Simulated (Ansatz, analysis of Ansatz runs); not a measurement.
# Migration in Mg2TiO4 (Imma): V_O hop (2.7 Å), charge +2, part 3 of 4

Wanted: path and barrier of a jump of O in Mg2TiO4 (Imma) at charge +2. The case: V_O hop (2.7 Å), in a cell of 56 host atoms with 1 O taken out.

Ansatz 0.2.0; plane-wave PAW DFT, PBEsol; nudged elastic band between two relaxed defect structures at fixed charge in a uniform background.

So far: The structure; Relaxation of the start point, charge +2; Relaxation of the end point, charge +2.

## Step 4: Nudged elastic band, charge +2

5 movable images are laid between the ends on a pair-potential path, which keeps atoms from colliding in the first guess. Each image feels the true force across the path and a spring force along it. The highest image is set to climb to the top of the path.

This step: plane-wave PAW DFT, PBEsol; nudged elastic band between two relaxed defect structures at fixed charge in a uniform background.

qp2.neb/input.yaml

```yaml
crystal:
  lattice:
    - [5.93160526, 5.95895149, 0.0]
    - [-5.93160526, 5.95895149, 0.0]
    - [0.0, 0.0, 8.47824647]
  atoms:
    - { symbol: Mg, position: [0.3768407, 0.37648988, 0.13655952] }
    - { symbol: Mg, position: [0.37770609, 0.8722088, 0.63980874] }
    - { symbol: Mg, position: [0.94573522, 0.30391195, 0.69997956] }
    - { symbol: Mg, position: [0.8735167, 0.87307456, 0.13658477] }
    - { symbol: Mg, position: [0.25471789, -0.00406262, 0.24829175] }
    - { symbol: Mg, position: [0.24751995, 0.50266531, 0.75577936] }
    - { symbol: Mg, position: [0.7477819, 0.00292828, 0.75587496] }
    - { symbol: Mg, position: [0.74973169, 0.50080787, 0.23073098] }
    - { symbol: Mg, position: [0.0003505, 0.24953314, 0.24399249] }
    - { symbol: Mg, position: [-0.0015572, 0.75298791, 0.74889577] }
    - { symbol: Mg, position: [0.49680961, 0.25140273, 0.74881914] }
    - { symbol: Mg, position: [0.50214527, 0.74778634, 0.2490115] }
    - { symbol: Mg, position: [0.13889425, 0.11177678, 0.87513463] }
    - { symbol: Mg, position: [0.11083472, 0.63126944, 0.3593371] }
    - { symbol: Mg, position: [0.61899591, 0.13943611, 0.3591817] }
    - { symbol: Mg, position: [0.6272951, 0.62285579, 0.85675229] }
    - { symbol: Ti, position: [0.24944845, 0.24069916, 0.49521061] }
    - { symbol: Ti, position: [0.2512408, 0.74626658, 0.0023697] }
    - { symbol: Ti, position: [0.74350366, 0.25082618, -0.0019697] }
    - { symbol: Ti, position: [0.74313732, 0.78815103, 0.49832928] }
    - { symbol: Ti, position: [0.00986183, 0.00049019, 0.49509924] }
    - { symbol: Ti, position: [-0.00060901, 0.50213444, -0.00240305] }
    - { symbol: Ti, position: [0.50410646, -0.00614876, 0.00182965] }
    - { symbol: Ti, position: [0.46210218, 0.50694785, 0.49815671] }
    - { symbol: O, position: [0.01596872, 0.23419153, 0.4900943] }
    - { symbol: O, position: [0.0136242, 0.73818152, 0.99854175] }
    - { symbol: O, position: [0.51210222, 0.23717292, 0.99838506] }
    - { symbol: O, position: [0.5159806, 0.73422643, 0.49786277] }
    - { symbol: O, position: [0.24029434, 0.0100072, 0.49795419] }
    - { symbol: O, position: [0.23848124, 0.51240712, 0.99909963] }
    - { symbol: O, position: [0.73767775, 0.01169336, 0.99928903] }
    - { symbol: O, position: [0.00874991, 0.00561492, 0.27233822] }
    - { symbol: O, position: [0.00711295, 0.51262146, 0.77296265] }
    - { symbol: O, position: [0.50480982, 0.00888056, 0.77493683] }
    - { symbol: O, position: [0.51773509, 0.50271505, 0.28211561] }
    - { symbol: O, position: [0.24431494, 0.24163194, 0.27228092] }
    - { symbol: O, position: [0.24127641, 0.74523682, 0.77498386] }
    - { symbol: O, position: [0.73737621, 0.24283544, 0.77315779] }
    - { symbol: O, position: [0.74735661, 0.73275531, 0.28217156] }
    - { symbol: O, position: [0.24170823, 0.26052291, 0.72446273] }
    - { symbol: O, position: [0.25999234, 0.7525141, 0.22932111] }
    - { symbol: O, position: [0.75946967, 0.26110514, 0.22389602] }
    - { symbol: O, position: [0.75517198, 0.75845631, 0.71788966] }
    - { symbol: O, position: [0.24880298, 0.49339385, 0.50012989] }
    - { symbol: O, position: [0.26873031, 0.98129136, 0.00902602] }
    - { symbol: O, position: [0.76213709, 0.48785901, -0.00401999] }
    - { symbol: O, position: [0.75689928, 1.00135597, 0.49995374] }
    - { symbol: O, position: [0.49212276, 0.49485473, 0.71755776] }
    - { symbol: O, position: [0.49768714, 0.99037454, 0.22898745] }
    - { symbol: O, position: [0.98926436, 0.4910437, 0.22362276] }
    - { symbol: O, position: [0.98974242, 1.00896889, 0.7244209] }
    - { symbol: O, position: [0.47935155, 0.2706859, 0.50204643] }
    - { symbol: O, position: [0.4916356, 0.75901826, 0.00220902] }
    - { symbol: O, position: [0.98716235, 0.26372112, -0.01357772] }
    - { symbol: O, position: [0.97944443, 0.7707468, 0.50218764] }
total_charge: 2
basis:
  ecutwfc: 420
  xc_grid: 2
hamiltonian:
  xc: pbesol
kpoints:
  mp_grid: { grid: [1, 1, 1], shift: [0.25, 0.25, 0.25] }
scf:
  occupations: { method: fixed }
  max_iter: 150
output:
  forces: true
neb:
  images: 5
  f_tol: 0.04
  climbing: true
  initial_path: idpp
  max_iterations: 45
  order_check: false
  final_atoms:
    - { symbol: Mg, position: [0.33822696, 0.33249677, 0.09717737] }
    - { symbol: Mg, position: [0.37829521, 0.87087591, 0.63787216] }
[... 5 atom lines left out ...]
    - { symbol: Mg, position: [0.7779988, 0.49822807, 0.25828411] }
[... 3 atom lines left out ...]
    - { symbol: Mg, position: [0.5040231, 0.77231959, 0.2582919] }
[... 2 atom lines left out ...]
    - { symbol: Mg, position: [0.62896613, 0.13015099, 0.36791486] }
[... 4 atom lines left out ...]
    - { symbol: Ti, position: [0.76074009, 0.75487083, 0.50195892] }
[... 3 atom lines left out ...]
    - { symbol: Ti, position: [0.50903268, 0.5033353, 0.5421062] }
[... 3 atom lines left out ...]
    - { symbol: O, position: [0.5096712, 0.72555102, 0.4946787] }
[... 6 atom lines left out ...]
    - { symbol: O, position: [0.73135176, 0.50396501, 0.49473423] }
[... 3 atom lines left out ...]
    - { symbol: O, position: [0.73627276, 0.73051423, 0.27257469] }
[... 2 atom lines left out ...]
    - { symbol: O, position: [0.75875533, 0.26244056, 0.23081926] }
[... 5 atom lines left out ...]
    - { symbol: O, position: [0.49743335, 0.49171118, 0.74931487] }
[... 3 atom lines left out ...]
    - { symbol: O, position: [0.49381572, 0.27093941, 0.50604193] }
[... 2 atom lines left out ...]
    - { symbol: O, position: [0.98749791, 0.75695777, 0.5010834] }
```

Command:

```bash
> ansatz run input.yaml --threads 4 --pin off --max-ram 14131MiB --backend cpu --events-out ev --progress --plain --runs-dir out
```

Numbers of over 12 decimals in the logs are rounded to 6 here.

Log:

```text
[...]
Warning: neb: disabling space-group detection — the band's intermediate images generally break the endpoint symmetry, so the full k-mesh is solved, and no spatial operation symmetrises the density, except that a semilocal band can use its path's symmetry [...]
[...]
parallel-image band execution: 4 concurrent image workers
NEB image 0
Crystal: 55 atoms, lattice volume = 599.347 Å³
Basis set: ecut = 420 eV, 11701 PW (Γ), exchange–correlation on 120×120×120 points (8 copies of the dense FFT grid, shifted against one another)
Bands: 275, of which v1, the nominal top of the filled ones, is band 220 counted from 1 (219 counted from 0)
Symmetry: 1 space group operations
k-points: 1
[...]
SCF iter   1: F=—  HF=-67868.848661 eV  |F-HF|=—  |Δ(HF+E_count)|=         —  Δρ=1.33e-2  dr2=1.04e0  ethr=1.77e-3  ⟨swp⟩=4.0  Hψ=882  notcnv=0  defer=51
[...]
SCF iter  13: F=-67868.541256 eV  HF=-67868.541256 eV  |F-HF|=4.51e-10  |Δ(HF+E_count)|=   2.67e-8  Δρ=1.40e-6  dr2=1.52e-8  ethr=2.27e-11  ⟨swp⟩=4.0  Hψ=850  notcnv=0
SCF 1 converged in 13 iterations: F = -67868.541256 eV  dr2 = 1.52e-8
[...]
NSCF: frozen V_eff on 1 k-points
NEB image 6
SCF iter   1: F=—  HF=-67869.010737 eV  |F-HF|=—  |Δ(HF+E_count)|=         —  Δρ=1.31e-2  dr2=9.87e-1  ethr=1.77e-3  ⟨swp⟩=4.0  Hψ=761  notcnv=0  defer=51
[...]
SCF iter  13: F=-67868.710700 eV  HF=-67868.710700 eV  |F-HF|=1.11e-9  |Δ(HF+E_count)|=   2.73e-8  Δρ=1.28e-6  dr2=1.34e-8  ethr=2.27e-11  ⟨swp⟩=4.0  Hψ=712  notcnv=0
SCF 2 converged in 13 iterations: F = -67868.710700 eV  dr2 = 1.34e-8
[...]
NEB end point (image 0): max|allowed force component| = 6.671e-3 eV/Å (the criterion of neb.relax_end_points is 1.000e-2)
NEB end point (image 6): max|allowed force component| = 1.121e-2 eV/Å (the criterion of neb.relax_end_points is 1.000e-2)
NEB image 1
SCF iter   1: F=—  HF=-67868.203023 eV  |F-HF|=—  |Δ(HF+E_count)|=         —  Δρ=1.33e-2  dr2=1.02e0  ethr=1.77e-3  ⟨swp⟩=4.0  Hψ=761  notcnv=0  defer=51
[...]
SCF iter  13: F=-67867.883099 eV  HF=-67867.883099 eV  |F-HF|=1.43e-9  |Δ(HF+E_count)|=   3.47e-8  Δρ=1.62e-6  dr2=1.95e-8  ethr=2.27e-11  ⟨swp⟩=4.0  Hψ=838  notcnv=0
SCF 3 converged in 13 iterations: F = -67867.883099 eV  dr2 = 1.95e-8
NEB image 2
SCF iter   1: F=—  HF=-67867.209287 eV  |F-HF|=—  |Δ(HF+E_count)|=         —  Δρ=1.32e-2  dr2=9.96e-1  ethr=1.77e-3  ⟨swp⟩=4.0  Hψ=764  notcnv=0  defer=49
[...]
SCF iter  12: F=-67866.895438 eV  HF=-67866.895438 eV  |F-HF|=2.15e-8  |Δ(HF+E_count)|=   1.10e-8  Δρ=3.46e-6  dr2=9.13e-8  ethr=2.27e-11  ⟨swp⟩=3.0  Hψ=880  notcnv=0
SCF 4 converged in 12 iterations: F = -67866.895438 eV  dr2 = 9.13e-8
NEB image 3
SCF iter   1: F=—  HF=-67866.821598 eV  |F-HF|=—  |Δ(HF+E_count)|=         —  Δρ=1.32e-2  dr2=9.86e-1  ethr=1.77e-3  ⟨swp⟩=4.0  Hψ=764  notcnv=0  defer=50
[...]
SCF iter  12: F=-67866.513240 eV  HF=-67866.513240 eV  |F-HF|=1.15e-9  |Δ(HF+E_count)|=   1.05e-8  Δρ=2.83e-6  dr2=5.82e-8  ethr=2.27e-11  ⟨swp⟩=2.0  Hψ=931  notcnv=0
SCF 5 converged in 12 iterations: F = -67866.513240 eV  dr2 = 5.82e-8
NEB image 4
SCF iter   1: F=—  HF=-67867.339063 eV  |F-HF|=—  |Δ(HF+E_count)|=         —  Δρ=1.33e-2  dr2=1.02e0  ethr=1.77e-3  ⟨swp⟩=4.0  Hψ=759  notcnv=0  defer=51
[...]
SCF iter  12: F=-67867.027517 eV  HF=-67867.027517 eV  |F-HF|=9.23e-9  |Δ(HF+E_count)|=   1.36e-8  Δρ=2.93e-6  dr2=5.94e-8  ethr=2.27e-11  ⟨swp⟩=3.0  Hψ=871  notcnv=0
SCF 6 converged in 12 iterations: F = -67867.027517 eV  dr2 = 5.94e-8
NEB image 5
SCF iter   1: F=—  HF=-67868.347660 eV  |F-HF|=—  |Δ(HF+E_count)|=         —  Δρ=1.32e-2  dr2=1.01e0  ethr=1.77e-3  ⟨swp⟩=4.0  Hψ=758  notcnv=0  defer=51
[...]
SCF iter  12: F=-67868.039241 eV  HF=-67868.039241 eV  |F-HF|=3.65e-8  |Δ(HF+E_count)|=   4.06e-8  Δρ=3.87e-6  dr2=9.67e-8  ethr=2.27e-11  ⟨swp⟩=3.0  Hψ=887  notcnv=0
SCF 7 converged in 12 iterations: F = -67868.039241 eV  dr2 = 9.67e-8
NEB iter   1: max|band force component| = 2.101e0 eV/Å  barrier→ = 2.0280 eV  barrier← = 2.1975 eV  Δτ_max = 0.1046 Å  (87 SCF iters)
NEB image 1
[...]
iter 1 solved again at ethr=1.60e-5 eV; its pass at ethr=3.10e-3 eV (dr2=7.02e-2 eV) is discarded
[...]
SCF iter  10: F=-67868.070656 eV  HF=-67868.070656 eV  |F-HF|=3.33e-8  |Δ(HF+E_count)|=   5.88e-8  Δρ=2.11e-6  dr2=3.31e-8  ethr=2.27e-11  ⟨swp⟩=4.0  Hψ=853  notcnv=0
SCF 8 converged in 10 iterations: F = -67868.070656 eV  dr2 = 3.31e-8
NEB image 2
[...]
SCF iter  10: F=-67867.250600 eV  HF=-67867.250600 eV  |F-HF|=3.53e-8  |Δ(HF+E_count)|=   6.08e-8  Δρ=2.72e-6  dr2=5.73e-8  ethr=2.27e-11  ⟨swp⟩=4.0  Hψ=867  notcnv=0
SCF 9 converged in 10 iterations: F = -67867.250600 eV  dr2 = 5.73e-8
NEB image 3
[...]
SCF iter  10: F=-67866.933465 eV  HF=-67866.933465 eV  |F-HF|=2.13e-8  |Δ(HF+E_count)|=   7.78e-8  Δρ=2.86e-6  dr2=6.10e-8  ethr=2.27e-11  ⟨swp⟩=4.0  Hψ=867  notcnv=0
SCF 10 converged in 10 iterations: F = -67866.933465 eV  dr2 = 6.10e-8
NEB image 4
[...]
SCF iter  10: F=-67867.373848 eV  HF=-67867.373848 eV  |F-HF|=1.69e-8  |Δ(HF+E_count)|=   7.50e-8  Δρ=2.60e-6  dr2=4.50e-8  ethr=2.27e-11  ⟨swp⟩=4.0  Hψ=801  notcnv=0
SCF 11 converged in 10 iterations: F = -67867.373848 eV  dr2 = 4.50e-8
NEB image 5
[...]
SCF iter  10: F=-67868.211625 eV  HF=-67868.211625 eV  |F-HF|=1.70e-8  |Δ(HF+E_count)|=   4.04e-8  Δρ=2.06e-6  dr2=2.78e-8  ethr=2.27e-11  ⟨swp⟩=4.0  Hψ=801  notcnv=0
SCF 12 converged in 10 iterations: F = -67868.211625 eV  dr2 = 2.78e-8
NEB iter   2: max|band force component| = 7.629e-1 eV/Å  barrier→ = 1.6078 eV  barrier← = 1.7772 eV  Δτ_max = 0.0395 Å  (50 SCF iters)
NEB image 1
[...]
SCF iter   9: F=-67868.132285 eV  HF=-67868.132285 eV  |F-HF|=4.59e-8  |Δ(HF+E_count)|=   1.10e-8  Δρ=2.96e-6  dr2=6.10e-8  ethr=2.27e-11  ⟨swp⟩=3.0  Hψ=873  notcnv=0
SCF 13 converged in 9 iterations: F = -67868.132285 eV  dr2 = 6.10e-8
NEB image 2
[...]
SCF iter   9: F=-67867.334151 eV  HF=-67867.334151 eV  |F-HF|=5.48e-8  |Δ(HF+E_count)|=   5.89e-8  Δρ=3.61e-6  dr2=9.33e-8  ethr=2.27e-11  ⟨swp⟩=3.0  Hψ=956  notcnv=0
SCF 14 converged in 9 iterations: F = -67867.334151 eV  dr2 = 9.33e-8
NEB image 3
[...]
NEB iter  15: max|band force component| = 3.864e-2 eV/Å  barrier→ = 1.4423 eV  barrier← = 1.6118 eV  CI = image 3  Δτ_max = 0.0106 Å  (39 SCF iters)
NEB iter  16: max|band force component| = 5.243e-2 eV/Å  barrier→ = 1.4418 eV  barrier← = 1.6112 eV  CI = image 3  Δτ_max = 0.0106 Å  (7 SCF iters)
NEB iter  17: max|band force component| = 4.990e-2 eV/Å  barrier→ = 1.4413 eV  barrier← = 1.6107 eV  CI = image 3  Δτ_max = 0.0106 Å  (34 SCF iters)
NEB iter  18: max|band force component| = 5.382e-2 eV/Å  barrier→ = 1.4408 eV  barrier← = 1.6102 eV  CI = image 3  Δτ_max = 0.0106 Å  (35 SCF iters)
NEB iter  19: max|band force component| = 5.668e-2 eV/Å  barrier→ = 1.4403 eV  barrier← = 1.6098 eV  CI = image 3  Δτ_max = 0.0106 Å  (34 SCF iters)
NEB iter  20: max|band force component| = 5.619e-2 eV/Å  barrier→ = 1.4400 eV  barrier← = 1.6094 eV  CI = image 3  Δτ_max = 0.0212 Å  (34 SCF iters)
NEB iter  21: max|band force component| = 4.464e-2 eV/Å  barrier→ = 1.4396 eV  barrier← = 1.6090 eV  CI = image 3  Δτ_max = 0.0212 Å  (38 SCF iters)
NEB iter  22: max|band force component| = 3.338e-2 eV/Å  barrier→ = 1.4394 eV  barrier← = 1.6088 eV  CI = image 3  Δτ_max = 0.0076 Å  (34 SCF iters)
NEB image 3
[...]
SCF iter   7: F=-67867.101988 eV  HF=-67867.101988 eV  |F-HF|=1.44e-8  |Δ(HF+E_count)|=   7.89e-8  Δρ=2.26e-6  dr2=4.47e-8  ethr=2.27e-11  ⟨swp⟩=4.0  Hψ=863  notcnv=0
SCF 109 converged in 7 iterations: F = -67867.101988 eV  dr2 = 4.47e-8
NEB image 1
[...]
NEB image 2
[...]
NEB image 4
[...]
NEB image 5
[...]
NEB image 3
[...]
the band table was solved once a step of the walk had ended and its energy, with any forces and stress, was formed, with the checks that follow a solve (1063 applications of the Hamiltonian). They found nothing against the state; [...]
NEB iter  23: max|band force component| = 3.956e-2 eV/Å  barrier→ = 1.4393 eV  barrier← = 1.6087 eV  CI = image 3  Δτ_max = 0.0000 Å  (7 SCF iters)
SCF converged after 7 iterations
Free energy (F): -67867.101988 eV
[...]
Internal energy: -67867.101988 eV  (E = F + TS)
E sigma→0 (E₀):  -67867.101988 eV
Fermi energy:    6.967887 eV
[...]
--- Forces (eV/Å), atoms counted from 1 ---
  atom   1  Mg     0.00043100     0.00236432    -0.00129425
  atom   2  Mg    -0.00064842     0.00012395     0.00097525
  [... 5 atoms left out ...]
  atom   8  Mg    -0.00147541     0.00345256    -0.00306964
  [... 3 atoms left out ...]
  atom  12  Mg     0.00318144     0.00122424    -0.00127063
  [... 7 atoms left out ...]
  atom  20  Ti     0.00723353    -0.00335642    -0.00550643
  [... 3 atoms left out ...]
  atom  24  Ti     0.03142059     0.01183343    -0.01717654
  [... 3 atoms left out ...]
  atom  28  O      0.00541825    -0.00882468     0.00119109
  [... 6 atoms left out ...]
  atom  35  O     -0.03752937    -0.02193397     0.04098200
  [... 3 atoms left out ...]
  atom  39  O     -0.00219753     0.00291152     0.00388351
  [... 2 atoms left out ...]
  atom  42  O      0.00117285    -0.00355299    -0.00132357
  [... 5 atoms left out ...]
  atom  48  O     -0.00507620    -0.00115105    -0.01903675
  [... 3 atoms left out ...]
  atom  52  O     -0.00646392    -0.00000448     0.00105184
  [... 3 atoms left out ...]
  max |Σ_I F_I| component: 4.48e-5 eV/Å
--- Band table (eV) ---
[...]
this run last wrote the band of iteration 23 to <dir>; this run last wrote the band within `neb.f_tol` of iteration 22 to <dir>
--- NEB band (7 images, 23 band iterations, 899 SCF iterations) ---
  forward barrier  = 1.439269 eV
  backward barrier = 1.608712 eV
  climbing image's point = of an order that was not read
  energies are F+E_penalty+E_count in eV, relative to image 0
  image     s (Å)  Δ vs image 0  max|band force component| (eV/Å)
      0    0.0000      0.000000                                 —
      1    0.5404      0.414007                          1.723e-2
      2    1.0807      1.151260                          2.329e-2
  *   3    1.6222      1.439269                          3.956e-2
      4    2.2320      1.113138                          3.688e-2
      5    2.8388      0.402658                          3.338e-2
      6    3.4456     -0.169443                                 —
  climbing-image geometry (image 3):
  cell:  # Å, volume = 599.3467 Å³
    - [5.93160526, 5.95895149, 0.0]
    - [-5.93160526, 5.95895149, 0.0]
    - [0.0, 0.0, 8.47824647]
  atoms:
    - { symbol: Mg, position: [0.350696, 0.349474, 0.110578] }
    - { symbol: Mg, position: [0.375673, 0.879359, 0.639819] }
    - { symbol: Mg, position: [0.941027, 0.311988, 0.693280] }
    - { symbol: Mg, position: [0.875258, 0.875538, 0.136632] }
    - { symbol: Mg, position: [0.256491, -0.004091, 0.253499] }
    - { symbol: Mg, position: [0.244479, 0.502769, 0.756382] }
    - { symbol: Mg, position: [0.746389, 0.000376, 0.751384] }
    - { symbol: Mg, position: [0.774848, 0.502900, 0.236587] }
    - { symbol: Mg, position: [0.005234, 0.246066, 0.244937] }
    - { symbol: Mg, position: [-0.001778, 0.753249, 0.746780] }
    - { symbol: Mg, position: [0.496568, 0.245799, 0.756195] }
    - { symbol: Mg, position: [0.506338, 0.767187, 0.256568] }
    - { symbol: Mg, position: [0.132124, 0.104807, 0.871755] }
    - { symbol: Mg, position: [0.122797, 0.628951, 0.364045] }
    - { symbol: Mg, position: [0.624387, 0.153772, 0.367140] }
    - { symbol: Mg, position: [0.631492, 0.626590, 0.867599] }
    - { symbol: Ti, position: [0.255294, 0.248012, 0.500886] }
    - { symbol: Ti, position: [0.252494, 0.750807, 0.002800] }
    - { symbol: Ti, position: [0.749952, 0.250530, -0.001886] }
    - { symbol: Ti, position: [0.749650, 0.780499, 0.494941] }
    - { symbol: Ti, position: [0.010209, 0.004435, 0.494642] }
    - { symbol: Ti, position: [0.002794, 0.502929, -0.003243] }
    - { symbol: Ti, position: [0.510206, -0.006698, 0.005187] }
    - { symbol: Ti, position: [0.478503, 0.517460, 0.528545] }
    - { symbol: O, position: [0.009554, 0.230972, 0.489568] }
    - { symbol: O, position: [0.017177, 0.739362, 1.000350] }
    - { symbol: O, position: [0.516565, 0.237950, 0.999322] }
    - { symbol: O, position: [0.508490, 0.740792, 0.498932] }
    - { symbol: O, position: [0.235811, 0.008465, 0.499799] }
    - { symbol: O, position: [0.240179, 0.514283, 0.996588] }
    - { symbol: O, position: [0.740164, 0.009951, 0.996216] }
    - { symbol: O, position: [0.012780, 0.002570, 0.271174] }
    - { symbol: O, position: [0.006660, 0.515943, 0.772920] }
    - { symbol: O, position: [0.504526, 0.006636, 0.780453] }
    - { symbol: O, position: [0.626197, 0.468122, 0.394756] }
    - { symbol: O, position: [0.245231, 0.239959, 0.275053] }
    - { symbol: O, position: [0.244775, 0.745833, 0.776610] }
    - { symbol: O, position: [0.739572, 0.240506, 0.772555] }
    - { symbol: O, position: [0.742470, 0.737518, 0.273277] }
    - { symbol: O, position: [0.233576, 0.260854, 0.729945] }
    - { symbol: O, position: [0.270185, 0.749137, 0.231680] }
    - { symbol: O, position: [0.769268, 0.253278, 0.216702] }
    - { symbol: O, position: [0.752029, 0.753727, 0.716055] }
    - { symbol: O, position: [0.258507, 0.489653, 0.500871] }
    - { symbol: O, position: [0.268945, 0.982917, 0.011362] }
    - { symbol: O, position: [0.766937, 0.489163, 0.002020] }
    - { symbol: O, position: [0.756213, 0.994597, 0.497882] }
    - { symbol: O, position: [0.491764, 0.490388, 0.741214] }
    - { symbol: O, position: [0.499633, 1.002995, 0.231307] }
    - { symbol: O, position: [1.005087, 0.489507, 0.223073] }
    - { symbol: O, position: [0.987621, 0.998826, 0.724067] }
    - { symbol: O, position: [0.470157, 0.247307, 0.520172] }
    - { symbol: O, position: [0.495229, 0.760826, 0.010626] }
    - { symbol: O, position: [0.992429, 0.265163, -0.014042] }
    - { symbol: O, position: [0.978556, 0.763955, 0.498426] }
```

Elapsed: 21 min, on 4 threads of Arm Neoverse V1, shared host; peak memory 3.7 GiB; 56 min of CPU time.

The column dr2 measures how far the density is from self-consistency, as an energy; F and HF (Harris–Foulkes) agree once it is small.

Images along the path:

| image | path (Å) | energy (eV) | O35: x, y, z (Å) |
| --- | --- | --- | --- |
| 0 | 0.000 | 0.0000 | 0.089, 6.081, 2.392 |
| 1 | 0.540 | 0.4140 | 0.381, 6.137, 2.648 |
| 2 | 1.081 | 1.1513 | 0.663, 6.299, 2.981 |
| 3 | 1.622 | 1.4393 | 0.938, 6.521, 3.347 |
| 4 | 2.232 | 1.1131 | 1.108, 6.883, 3.709 |
| 5 | 2.839 | 0.4027 | 1.238, 7.164, 3.990 |
| 6 | 3.446 | -0.1694 | 1.349, 7.361, 4.194 |

This step gave:

```yaml
free_energy: -67867.1020 eV
barrier_forward: 1.439 eV
barrier_backward: 1.609 eV
end_less_start: -0.1694 eV
hop_length: 2.545 Å
```

Track of the atom that was set to move:

| image | x (Å) | y (Å) | z (Å) | nearest neighbour | distance (Å) |
| --- | --- | --- | --- | --- | --- |
| 0 | 0.089 | 6.081 | 2.392 | Ti | 1.891 |
| 1 | 0.381 | 6.137 | 2.648 | Ti | 1.827 |
| 2 | 0.663 | 6.299 | 2.981 | Ti | 1.755 |
| 3 | 0.938 | 6.521 | 3.347 | Ti | 1.731 |
| 4 | 1.108 | 6.883 | 3.709 | Ti | 1.748 |
| 5 | 1.238 | 7.164 | 3.99 | Ti | 1.822 |
| 6 | 1.349 | 7.361 | 4.194 | Ti | 1.912 |

The band met its tolerance of 0.04 eV/Å after 23 iterations, with image 3 on top (the start counts as 0). O35, which moves farthest between the ends, has 1 Ti at 1.89 Å and 3 Mg at 2.00 to 2.08 Å nearest at the start and 1 Ti at 1.73 Å and 1 Mg at 1.86 Å at the top.

(Continued in part 4 of 4.)

[Logs are printed without paths, hosts, clocks, repeated set-up lines and the standing remarks that a program may print on its own settings, such as how far it seeks lower states.]

[Hosts, paths, dates, database ids (printed as entryN), source tags and the programs' standing remarks are cut or masked in the printed files.]
